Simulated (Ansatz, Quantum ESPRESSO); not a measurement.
# 2H-MoS2, 3 layers, AA' stacking: the dipole at a withheld member of a series

How the rows were computed: Quantum ESPRESSO 7.5, PBE, GBRV ultrasoft. Cell and atoms are relaxed without a field with a D3(BJ) correction and then held. Sawtooth field with dipole correction, 17 Å of vacuum in the starting cell, Fermi-Dirac smearing of 0.002 Ry; bands along a path at each field. The series steps the field along the normal.

```tsv
field along the normal	dipole (e Å)
0 V/Å	0.000
0.05 V/Å	0.037
0.1 V/Å	0.074
0.2 V/Å	0.148
0.3 V/Å	0.222
```

One more run was made and is withheld. What is the dipole at 0.4 V/Å?

By hand: The rows at 0.2 V/Å and 0.3 V/Å give a slope of (0.222 − (0.148))/(0.3 − (0.2)) = 0.74, so a straight line gives 0.296 e Å. A parabola through these and the row at 0.1 V/Å gives 0.296 e Å.

What the calculation gave: 0.296 e Å. The line misses by 0.000 and the parabola by 0.000 e Å. Both misses are under 5 % of the step from the nearer row.

**Limits.** Ions are held; semilocal gaps are too small; in strong fields empty levels can belong to the vacuum; one stacking. Members without a usable value, or on the other side of zero field or charge, are not listed.

[Logs are printed without paths, hosts, clocks, repeated set-up lines and the standing remarks that a program may print on its own settings, such as how far it seeks lower states.]
